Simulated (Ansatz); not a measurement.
**A defect in a wire: Cu wire along [110], 4 atoms a period, divacancy of Cu and Cu**

What does the defect do to the conductance?

Method: DFT PBE, plane waves, PAW; relaxation of a wire's period, in the first sound run; inputs show where later runs differ, in Ansatz 0.2.0.

## 1. Set-up

The cell holds 4 atoms: 4 Cu. Its edges and angles: a = 10.430 Å, b = 9.367 Å, c = 2.567 Å, α = 90.0°, β = 90.0°, γ = 90.0°. Vacuum lies along a and b. The structure's axis is c.

## 2. Relaxing the period

Band widths follow the bond lengths, so the wire is relaxed first. The atoms and the third cell vector are free; the box across stays fixed as vacuum. A Fermi-Dirac smearing is set since the result may be a metal. The pressure printed is a third of the stress's trace over the whole box, vacuum included; only the stress along the axis is relaxed.

The input, input.yaml:

```yaml
crystal:
  lattice:
    - [10.43, 0.0, 0.0]
    - [0.0, 9.367, 0.0]
    - [0.0, 0.0, 2.5667976157]
  atoms:
    - { symbol: Cu, position: [0.325982742, 0.499989197, 0.0] }
    - { symbol: Cu, position: [0.674017258, 0.499989197, 0.0] }
    - { symbol: Cu, position: [0.5, 0.362976407, 0.5] }
    - { symbol: Cu, position: [0.5, 0.637001987, 0.5] }
kpoints:
  mp_grid: { grid: [1, 1, 32] }
scf:
  occupations: { method: fermi_dirac, width: 0.05 }
hamiltonian:
  xc: pbe
relax:
  cell: { fix: [a, b, alpha, beta, gamma] }
  max_steps: 60
```

Command:

```sh
> ansatz run input.yaml --threads 4 --pin off --max-ram 16384MiB --backend cpu --events-out ev --progress --plain --runs-dir out
```

Numbers of over 12 decimals in the logs are rounded to 6 here.

The log of the run:

```text
Engine: ansatz 0.2.0, aarch64-unknown-linux-gnu
Pseudopotentials: kind: paw
Pseudopotential: Cu, paw, valence charge 19, recommended cutoff 420 eV (normal), Cu.paw.azcp
Functional definition: PBE
  parameter kappa = 0.804
  parameter beta = 0.066725
  exchange = pbe_x(kappa = kappa, mu = beta*pi^2/3)
  correlation = pbe_c(beta = beta)
Crystal: 4 atoms, lattice volume = 250.771 Å³
Basis set: ecut = 420 eV, 4917 PW (Γ), exchange–correlation on 144×128×36 points (8 copies of the dense FFT grid, shifted against one another)
Bands: 46, of which v1, the nominal top of the filled ones, is band 38 counted from 1 (37 counted from 0)
Symmetry: 8 space group operations
Space group: Pmmm (ITA 47), of the structure as read, at distance tolerance 6.3e-5 Å
k-points: 17 of 32
Non-local potential: Cu, projectors of the file, l = 0: 3, l = 1: 2, l = 2: 3, l = 3: 1
PAW form: soft (Blöchl's): semilocal exchange-correlation on the pseudo side does not see the compensation charge
PAW one-centre angular grid: Cu, 590 points (default); XC on 64 Gauss nodes
Initial density: superposition of atomic densities (neutral atoms: chi_scale 0, normalization atom), corrected by the library's trained network
Initial wavefunctions: pseudopotential atomic-orbital guess
Functional: x = pbe(κ = 0.804, μ = 0.219515), c = pbe(β = 0.066725)
SCF iter   1: F=—  HF=-26496.723401 eV  |F-HF|=—  |Δ(HF+E_count)|=         —  Δρ=2.08e-3  dr2=2.11e-2  ethr=1.77e-3  ⟨swp⟩=7.2  Hψ=3228  notcnv=0  defer=6
preconditioner: auto → LDOS  [insulator: Δε(μ)=0.167 eV  Ē_g=6.117 eV  σ=0.050 eV  W_gap=0.56  n_scr=36 (ndim 8)  ℏωp=15.6 eV  f_vac=0.685  D(μ)=1.11/eV (n_scr^D=4)  ε∞_Penn≈7.5  β→1.0]
SCF iter   2: F=—  HF=-26496.738228 eV  |F-HF|=—  |Δ(HF+E_count)|=   1.48e-2  Δρ=4.63e-3  dr2=5.65e-2  ethr=2.78e-5  ⟨swp⟩=3.0  Hψ=1944  notcnv=0  defer=30
SCF iter   3: F=—  HF=-26496.727536 eV  |F-HF|=—  |Δ(HF+E_count)|=   1.07e-2  Δρ=3.20e-3  dr2=1.55e-2  ethr=2.78e-5  ⟨swp⟩=2.1  Hψ=1505  notcnv=0  defer=30
SCF iter   4: F=—  HF=-26496.724580 eV  |F-HF|=—  |Δ(HF+E_count)|=   2.96e-3  Δρ=7.33e-4  dr2=1.37e-3  ethr=2.04e-5  ⟨swp⟩=2.0  Hψ=1339  notcnv=0  defer=31
SCF iter   5: F=—  HF=-26496.724332 eV  |F-HF|=—  |Δ(HF+E_count)|=   2.48e-4  Δρ=1.65e-4  dr2=7.55e-5  ethr=1.80e-6  ⟨swp⟩=2.1  Hψ=1100  notcnv=0  defer=31
SCF iter   6: F=—  HF=-26496.724455 eV  |F-HF|=—  |Δ(HF+E_count)|=   1.22e-4  Δρ=1.60e-4  dr2=4.15e-5  ethr=9.93e-8  ⟨swp⟩=2.0  Hψ=1130  notcnv=0  defer=31
SCF iter   7: F=—  HF=-26496.724447 eV  |F-HF|=—  |Δ(HF+E_count)|=   7.83e-6  Δρ=2.47e-5  dr2=9.65e-7  ethr=5.46e-8  ⟨swp⟩=2.0  Hψ=1114  notcnv=0  defer=31
SCF iter   8: F=-26496.724447 eV  HF=-26496.724447 eV  |F-HF|=5.00e-8  |Δ(HF+E_count)|=   4.68e-7  Δρ=5.02e-6  dr2=6.26e-8  ethr=1.32e-10  ⟨swp⟩=3.1  Hψ=3209  notcnv=0
SCF 1 converged in 8 iterations: F = -26496.724447 eV  dr2 = 6.26e-8
  greatest PAW one-centre occupation: 1.000 electrons in one spin orbital (limit 2), on the Cu atom at site 1 (counted from 0), in its partial waves of l = 0
relax step   1: F+E_penalty+E_count = -26496.72444747 eV  Δ(F+E_penalty+E_count) = +0.000e0 eV  max|allowed force component| = 7.832e-1 eV/Å  Δτ_max = 0.0000 Å  P = -1.732 GPa  Ω = 250.771 Å³  fix = [a, b, alpha, beta, gamma]  reactions: a -1.723, b -0.803 GPa  (8 SCF iters, dr2 threshold 1.00e-7 eV, accepted)
Crystal: 4 atoms, lattice volume = 246.097 Å³
Basis set: ecut = 420 eV, 4809 PW (Γ), exchange–correlation on 144×128×36 points (8 copies of the dense FFT grid, shifted against one another)
Initial density: handed on by an earlier stage of this run
Initial wavefunctions: those handed on with the density
iter 1 solved again at ethr=9.45e-5 eV; its pass at ethr=3.10e-3 eV (dr2=7.18e-2 eV) is discarded
SCF iter   1: F=—  HF=-26496.886177 eV  |F-HF|=—  |Δ(HF+E_count)|=         —  Δρ=6.99e-3  dr2=7.27e-2  ethr=9.45e-5  ⟨swp⟩=2.2  Hψ=3741  notcnv=0
preconditioner: auto → LDOS  [insulator: Δε(μ)=0.165 eV  Ē_g=6.284 eV  σ=0.050 eV  W_gap=0.56  n_scr=36 (ndim 8)  ℏωp=15.7 eV  f_vac=0.688  D(μ)=1.11/eV (n_scr^D=8)  ε∞_Penn≈7.2  β→1.0]
SCF iter   2: F=—  HF=-26496.975679 eV  |F-HF|=—  |Δ(HF+E_count)|=   8.95e-2  Δρ=1.82e-2  dr2=4.69e-1  ethr=9.45e-5  ⟨swp⟩=2.9  Hψ=1692  notcnv=0  recentre
SCF iter   3: F=—  HF=-26496.873420 eV  |F-HF|=—  |Δ(HF+E_count)|=   1.02e-1  Δρ=3.21e-3  dr2=1.52e-2  ethr=9.45e-5  ⟨swp⟩=2.5  Hψ=1666  notcnv=0  defer=31
SCF iter   4: F=—  HF=-26496.870178 eV  |F-HF|=—  |Δ(HF+E_count)|=   3.24e-3  Δρ=4.08e-4  dr2=2.28e-4  ethr=2.01e-5  ⟨swp⟩=2.0  Hψ=1184  notcnv=0  defer=31
SCF iter   5: F=—  HF=-26496.870324 eV  |F-HF|=—  |Δ(HF+E_count)|=   1.46e-4  Δρ=2.74e-4  dr2=1.09e-4  ethr=3.00e-7  ⟨swp⟩=2.2  Hψ=1292  notcnv=0  defer=31
SCF iter   6: F=—  HF=-26496.870307 eV  |F-HF|=—  |Δ(HF+E_count)|=   1.70e-5  Δρ=3.38e-5  dr2=1.79e-6  ethr=1.43e-7  ⟨swp⟩=2.0  Hψ=1113  notcnv=0  defer=31
SCF iter   7: F=—  HF=-26496.870307 eV  |F-HF|=—  |Δ(HF+E_count)|=   5.20e-7  Δρ=1.75e-5  dr2=4.45e-7  ethr=5.26e-10  ⟨swp⟩=5.0  Hψ=3125  notcnv=0
SCF iter   8: F=-26496.870307 eV  HF=-26496.870307 eV  |F-HF|=4.32e-8  |Δ(HF+E_count)|=   4.30e-9  Δρ=5.17e-6  dr2=5.80e-8  ethr=5.26e-10  ⟨swp⟩=4.0  Hψ=2508  notcnv=0
SCF 2 converged in 8 iterations: F = -26496.870307 eV  dr2 = 5.80e-8
relax step   2: F+E_penalty+E_count = -26496.87030734 eV  Δ(F+E_penalty+E_count) = -1.459e-1 eV  max|allowed force component| = 4.108e-1 eV/Å  Δτ_max = 0.0630 Å  P = -0.875 GPa  Ω = 246.097 Å³  energy of the carried Pulay correction = +6.581e-4 eV  fix = [a, b, alpha, beta, gamma]  reactions: a -0.858, b -0.286 GPa  (8 SCF iters, dr2 threshold 4.00e-7 eV, accepted)
Crystal: 4 atoms, lattice volume = 239.880 Å³
Basis set: ecut = 420 eV, 4649 PW (Γ), exchange–correlation on 144×128×36 points (8 copies of the dense FFT grid, shifted against one another)
iter 1 solved again at ethr=1.62e-4 eV; its pass at ethr=3.10e-3 eV (dr2=1.23e-1 eV) is discarded
SCF iter   1: F=—  HF=-26496.944660 eV  |F-HF|=—  |Δ(HF+E_count)|=         —  Δρ=9.26e-3  dr2=1.26e-1  ethr=1.62e-4  ⟨swp⟩=2.1  Hψ=3809  notcnv=0
preconditioner: auto → LDOS  [insulator: Δε(μ)=0.147 eV  Ē_g=6.517 eV  σ=0.050 eV  W_gap=0.51  n_scr=40 (ndim 8)  ℏωp=15.9 eV  f_vac=0.695  D(μ)=1.22/eV (n_scr^D=8)  ε∞_Penn≈7.0  β→1.0]
SCF iter   2: F=—  HF=-26497.082346 eV  |F-HF|=—  |Δ(HF+E_count)|=   1.38e-1  Δρ=2.30e-2  dr2=7.27e-1  ethr=1.62e-4  ⟨swp⟩=3.1  Hψ=1929  notcnv=0  recentre
SCF iter   3: F=—  HF=-26496.921847 eV  |F-HF|=—  |Δ(HF+E_count)|=   1.60e-1  Δρ=4.21e-3  dr2=2.55e-2  ethr=1.62e-4  ⟨swp⟩=2.8  Hψ=1698  notcnv=0  defer=30
SCF iter   4: F=—  HF=-26496.916343 eV  |F-HF|=—  |Δ(HF+E_count)|=   5.50e-3  Δρ=5.84e-4  dr2=4.34e-4  ethr=3.36e-5  ⟨swp⟩=2.0  Hψ=1220  notcnv=0  defer=30
SCF iter   5: F=—  HF=-26496.916389 eV  |F-HF|=—  |Δ(HF+E_count)|=   4.61e-5  Δρ=4.72e-4  dr2=3.31e-4  ethr=5.70e-7  ⟨swp⟩=3.0  Hψ=1695  notcnv=0  defer=30
SCF iter   6: F=—  HF=-26496.916491 eV  |F-HF|=—  |Δ(HF+E_count)|=   1.02e-4  Δρ=3.62e-5  dr2=3.01e-6  ethr=4.36e-7  ⟨swp⟩=2.0  Hψ=1090  notcnv=0  defer=30
SCF iter   7: F=—  HF=-26496.916495 eV  |F-HF|=—  |Δ(HF+E_count)|=   4.45e-6  Δρ=3.43e-5  dr2=1.76e-6  ethr=5.26e-10  ⟨swp⟩=6.0  Hψ=3524  notcnv=0
SCF iter   8: F=-26496.916495 eV  HF=-26496.916495 eV  |F-HF|=1.20e-7  |Δ(HF+E_count)|=   1.58e-7  Δρ=8.41e-6  dr2=1.25e-7  ethr=5.26e-10  ⟨swp⟩=3.2  Hψ=3186  notcnv=0
SCF 3 converged in 8 iterations: F = -26496.916495 eV  dr2 = 1.25e-7
relax step   3: F+E_penalty+E_count = -26496.91649509 eV  Δ(F+E_penalty+E_count) = -4.619e-2 eV  max|allowed force component| = 1.734e-1 eV/Å  Δτ_max = 0.0791 Å  P = +0.408 GPa  Ω = 239.880 Å³  energy of the carried Pulay correction = +1.553e-3 eV  fix = [a, b, alpha, beta, gamma]  reactions: a +0.346, b +0.421 GPa  (8 SCF iters, dr2 threshold 4.00e-7 eV, accepted)
[...]
relax step   4: F+E_penalty+E_count = -26496.92012870 eV  Δ(F+E_penalty+E_count) = -3.634e-3 eV  max|allowed force component| = 6.386e-2 eV/Å  Δτ_max = 0.0733 Å  P = +0.225 GPa  Ω = 240.187 Å³  energy of the carried Pulay correction = +1.508e-3 eV  fix = [a, b, alpha, beta, gamma]  reactions: a +0.197, b +0.183 GPa  (8 SCF iters, dr2 threshold 4.00e-7 eV, accepted)
[...]
relax step   5: F+E_penalty+E_count = -26496.92210135 eV  Δ(F+E_penalty+E_count) = -1.973e-3 eV  max|allowed force component| = 8.115e-3 eV/Å  Δτ_max = 0.0289 Å  P = +0.020 GPa  Ω = 241.737 Å³  energy of the carried Pulay correction = +1.283e-3 eV  fix = [a, b, alpha, beta, gamma]  reactions: a +0.058, b +0.118 GPa  (7 SCF iters, dr2 threshold 2.55e-7 eV, accepted)
[...]
relax step   6: F+E_penalty+E_count = -26496.92241055 eV  Δ(F+E_penalty+E_count) = -3.092e-4 eV  max|allowed force component| = 5.691e-3 eV/Å  Δτ_max = 0.0068 Å  P = +0.059 GPa  Ω = 241.136 Å³  energy of the carried Pulay correction = +1.370e-3 eV  fix = [a, b, alpha, beta, gamma]  reactions: a +0.053, b +0.121 GPa  (8 SCF iters, dr2 threshold 3.36e-8 eV, accepted)
Initial wavefunctions: pseudopotential atomic-orbital guess (no wavefunctions were taken with the density)
iter 1 solved again at ethr=7.24e-6 eV; its pass at ethr=3.10e-3 eV (dr2=5.50e-3 eV) is discarded
SCF iter   1: F=—  HF=-26496.920297 eV  |F-HF|=—  |Δ(HF+E_count)|=         —  Δρ=7.03e-5  dr2=1.96e-6  ethr=7.24e-6  ⟨swp⟩=2.9  Hψ=5093  notcnv=0
eigensolver tolerance schedule: the retry pair's looser diagonalisation over-reported the residual by 2809.76 of it (diagonalisation noise at an unbounded share of the residual, at the tolerance the schedule requests for it); recorded, not acted on — ethr = c·dr2/N_el stays at c = 1.0e-1
preconditioner: auto → LDOS  [insulator: Δε(μ)=0.162 eV  Ē_g=6.549 eV  σ=0.050 eV  W_gap=0.53  n_scr=36 (ndim 8)  ℏωp=15.9 eV  f_vac=0.694  D(μ)=1.12/eV (n_scr^D=8)  ε∞_Penn≈6.9  β→1.0]
SCF iter   2: F=—  HF=-26496.920433 eV  |F-HF|=—  |Δ(HF+E_count)|=   1.36e-4  Δρ=1.75e-4  dr2=4.34e-5  ethr=2.58e-9  ⟨swp⟩=3.0  Hψ=1804  notcnv=0
SCF iter   3: F=—  HF=-26496.920433 eV  |F-HF|=—  |Δ(HF+E_count)|=   5.90e-7  Δρ=1.93e-4  dr2=5.11e-5  ethr=2.58e-9  ⟨swp⟩=3.0  Hψ=1795  notcnv=0
SCF iter   4: F=—  HF=-26496.920423 eV  |F-HF|=—  |Δ(HF+E_count)|=   1.03e-5  Δρ=5.34e-5  dr2=3.97e-6  ethr=2.58e-9  ⟨swp⟩=2.5  Hψ=1553  notcnv=0
SCF iter   5: F=—  HF=-26496.920422 eV  |F-HF|=—  |Δ(HF+E_count)|=   8.16e-7  Δρ=8.56e-6  dr2=1.00e-7  ethr=2.58e-9  ⟨swp⟩=2.0  Hψ=1144  notcnv=0
SCF iter   6: F=—  HF=-26496.920422 eV  |F-HF|=—  |Δ(HF+E_count)|=   2.42e-8  Δρ=5.60e-7  dr2=4.60e-10  ethr=1.32e-10  ⟨swp⟩=2.5  Hψ=1380  notcnv=0
SCF iter   7: F=-26496.920422 eV  HF=-26496.920422 eV  |F-HF|=5.46e-11  |Δ(HF+E_count)|=  1.09e-11  Δρ=7.95e-8  dr2=1.28e-11  ethr=1.00e-12  ⟨swp⟩=4.0  Hψ=3592  notcnv=0
SCF 7 converged in 7 iterations: F = -26496.920422 eV  dr2 = 1.28e-11
relax step   7: F+E_penalty+E_count = -26496.92042224 eV  Δ(F+E_penalty+E_count) = +1.988e-3 eV  max|allowed force component| = 5.516e-3 eV/Å  Δτ_max = 0.0000 Å  P = +0.067 GPa  Ω = 241.136 Å³  fix = [a, b, alpha, beta, gamma]  reactions: a +0.058, b +0.125 GPa  stress off target by 1.84e-2 GPa on what of the cell is left free  SCF on the basis re-selected at this cell (its energy is not comparable with the rows above)  (7 SCF iters)
basis re-selected at this cell: Δ(F+E_penalty+E_count) = +1.988e-3 eV, ΔP = +0.008 GPa vs the last step (what re-selecting the basis moved, of the pressure what is left beyond the Pulay correction that the steps carried, after the strain that the cell walked since its last selection, with what the two solves' SCF thresholds leave and, on support functions, any second-order correction that the steps lacked; it is no m [...]
SCF converged after 7 iterations
Free energy (F): -26496.920422 eV
Harris-Foulkes:  -26496.920422 eV  (|F-HF|=5.46e-11)
Internal energy: -26496.911289 eV  (E = F + TS)
E sigma→0 (E₀):  -26496.915855 eV
Entropy (-TS):   -0.009134 eV (-2.283 meV/atom)
Fermi energy:    -0.165646 eV
--- Per-component energies (eV) ---
  E_band       = -2680.045011
  E_kinetic    = 1199.596989
  E_local      = -51555.567625  (includes V_loc(G=0)·N_el)
  E_nonlocal   = 1578.535409
  E_hartree    = 24195.175600
  E_xc         = -351.270269
  E_vxc        = -452.554297  (∫ρ·V_xc dr)
  E_paw        = -6669.326993  (= ΣΔE_a)
  E_vpaw       = -1840.408097  (= ΣTr[D̂ρ^β])
  E_aug_tail   = 0.001225  (compensation charges beyond the density's cutoff)
  E_ewald      = 5105.944374
  E_smearing   = -0.009134  (= −TS)
  E_closure    = 0.000000  (closes the sum)
  Σ components = -26496.920422   (vs F -26496.920422, Δ=0.00e0)
--- Forces (eV/Å), atoms counted from 1 ---
  atom   1  Cu     0.00460251     0.00000000     0.00000000
  atom   2  Cu    -0.00460251     0.00000000     0.00000000
  atom   3  Cu    -0.00000000     0.00551639     0.00000000
  atom   4  Cu     0.00000000    -0.00551639     0.00000000
  max |Σ_I F_I| component: 1.73e-18 eV/Å
--- Stress (GPa, compression-positive) ---
        0.057525       0.000000       0.000000
        0.000000       0.125305       0.000000
        0.000000       0.000000       0.018353
  P = ⅓ Tr σ = 0.0671 GPa (0.671 kbar)
--- Relaxed structure (6 steps of the walk, 6 accepted, 1 SCFs on fresh bases) ---
  F+E_penalty+E_count = -26496.92042224 eV   max|allowed force component| = 5.516e-3 eV/Å   (the final SCF, on the basis selected at the relaxed cell)
  cell:  # Å, volume = 241.1359 Å³
    - [10.43, 0.0, 0.0]
    - [0.0, 9.367, 0.0]
    - [0.0, 0.0, 2.468181]
  atoms:
    - { symbol: Cu, position: [0.341528, 0.499989, 0.0] }
    - { symbol: Cu, position: [0.658472, 0.499989, 0.0] }
    - { symbol: Cu, position: [0.5, 0.358579, 0.5] }
    - { symbol: Cu, position: [0.5, 0.641399, 0.5] }
```

The job ended after 22 s (4 threads of Arm Neoverse V1, shared host; peak memory 0.59 GiB; 84 s of CPU time).

Relaxation path:

```csv
step,energy less that of the first step (eV),largest force component (eV/Å),pressure (GPa),volume (Å³)
1,0.0000,0.7832,-1.73,250.77
2,-0.1459,0.4108,-0.88,246.10
3,-0.1920,0.1734,0.41,239.88
4,-0.1957,0.0639,0.22,240.19
5,-0.1977,0.0081,0.02,241.74
6,-0.1980,0.0057,0.06,241.14
7*,-0.1960,0.0055,0.07,241.14
```

Relaxation steps marked * repeat the geometry before them on a plane-wave basis chosen anew for their cell, so energy and pressure can jump there.

The run keeps the 8 symmetry operations that it works with, so distortions that break them were not tested.

```
cell as run  before  after  change
      c (Å)   2.567  2.468  -3.8 %
```

The atoms that moved most (Å, along periodic axes as changes of fractional coordinates times the final cell, across vacuum about the mean position):

| atom | dx | dy | dz | length |
| --- | --- | --- | --- | --- |
| Cu1 | 0.162 | 0.000 | 0.000 | 0.162 |
| Cu2 | -0.162 | 0.000 | 0.000 | 0.162 |
| Cu4 | 0.000 | 0.041 | 0.000 | 0.041 |
| Cu3 | 0.000 | -0.041 | 0.000 | 0.041 |

Final coordinates:

```cif
data_structure
_symmetry_space_group_name_H-M 'P 1'
_symmetry_Int_Tables_number 1
_cell_length_a 10.4300
_cell_length_b 9.3670
_cell_length_c 2.4682
_cell_angle_alpha 90.000
_cell_angle_beta 90.000
_cell_angle_gamma 90.000
_cell_volume 241.14
loop_
_atom_site_label
_atom_site_type_symbol
_atom_site_fract_x
_atom_site_fract_y
_atom_site_fract_z
_atom_site_occupancy
Cu1 Cu 0.34153 0.49999 0.00000 1
Cu2 Cu 0.65847 0.49999 0.00000 1
Cu3 Cu 0.50000 0.35858 0.50000 1
Cu4 Cu 0.50000 0.64140 0.50000 1
```

Numbers from this step:

```
energy at zero smearing    : -26496.9159 eV
cell length along the wire : 2.468 Å
```

The cell's length comes to 2.468 Å with spin left out.

(Continued in part 2 of 4.)

[Logs are printed without paths, hosts, clocks, repeated set-up lines and the standing remarks that a program may print on its own settings, such as how far it seeks lower states.]

[Hosts, paths, dates, database ids (printed as entryN), source tags and the programs' standing remarks are cut or masked in the printed files.]
